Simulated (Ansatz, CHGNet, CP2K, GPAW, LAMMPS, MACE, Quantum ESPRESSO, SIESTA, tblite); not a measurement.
## Amorphous 32Ga2O3-68GeO2 (mol %) (69 atoms): runs against a plane-wave reference

Density of this cell: 4.41 g/cm³. The cell holds 69 atoms: 12 Ga, 13 Ge and 44 O. Cell: a = 9.780 Å, b = 9.780 Å, c = 9.780 Å, α = 90.0°, β = 90.0°, γ = 90.0°. 69 atoms (12 Fe, 13 Ge, 44 O) placed at random at 4.19 g/cm³, melted at 5000 K for 10 ps at fixed volume with the Morse and Coulomb pair potential with partial charges (Pedone, Malavasi, Menziani, Cormack and Segre, J. Phys. Chem. B 110, 11780 (2006)). Quenched from 5000 K to 300 K at 20 K/ps and fixed volume, held 5 ps, then minimised at fixed cell. Then Fe was replaced by Ga and the cell scaled by 1.006 (the potential has no terms for the new elements, so the cell is a start for a DFT relaxation).

Geometry: as built.

The reference, a calculation:

- method: Kohn-Sham DFT, PBE, PAW, plane waves (Ansatz 0.2.0); cutoff 420 eV, Γ point, fermi-dirac smearing of 0.05 eV; PAW set soft_2
- r.m.s. force component: 1.004 eV/Å
- longest force: 3.22 eV/Å
- pressure: 1.063 GPa
- gap (highest filled to lowest empty level): 1.122 eV
- SCF cycles: 10
- time: 18 s on 4 threads of Arm Neoverse V1, shared host
- CPU time: 61 s

Runs, in no order:
A. SIESTA PBE, DZ, shift 0.01 Ry, mesh 500 Ry: Kohn-Sham DFT, PBE, PseudoDojo 0.4.1 norm-conserving pseudopotentials (converted to PSML), numerical atomic orbitals (DZ), diagonalisation
B. CP2K PBE, DZVP-MOLOPT-SR, 800/50 Ry, diagonalisation: Kohn-Sham DFT, PBE, GTH-PBE pseudopotentials, Gaussian and plane waves, DZVP-MOLOPT-SR-GTH, diagonalisation
C. CHGNet 0.3.0 potential: machine-learned interatomic potential CHGNet 0.3.0, trained on PBE(+U) plane-wave data
D. CHGNet r2SCAN potential: machine-learned interatomic potential CHGNet r2SCAN, trained on r2SCAN plane-wave data
E. MACE MPA-0 medium potential: machine-learned interatomic potential MACE MPA-0 medium, trained on PBE(+U) plane-wave data

Q: Order them from the smallest to the largest r.m.s. force difference.

B, E, C, D, A.

| run | Δ force, r.m.s. (meV/Å) | share of r.m.s. force (%) | CPU time |
| --- | --- | --- | --- |
| B. CP2K PBE, DZVP-MOLOPT-SR, 800/50 Ry, diagonalisation | 67.5 | 6.72 | 5.6 min |
| E. MACE MPA-0 medium potential | 95.8 | 9.55 | 8.7 s |
| C. CHGNet 0.3.0 potential | 152 | 15.1 | 4 s |
| D. CHGNet r2SCAN potential | 347 | 34.6 | 4.5 s |
| A. SIESTA PBE, DZ, shift 0.01 Ry, mesh 500 Ry | 508 | 50.6 | 3 min |

Machine-learned potentials mimic data converged in k, so the reference's own k-point error enters their differences. The network of bonds at the start is that of the classical potential that made the cell, and needn't be the one that DFT or experiment would give. The electronic-structure runs sample only Γ, in a cell whose shortest periodic width is 10 Å.

[Hosts, paths, dates, database ids (printed as entryN), source tags and the programs' standing remarks are cut or masked in the printed files.]
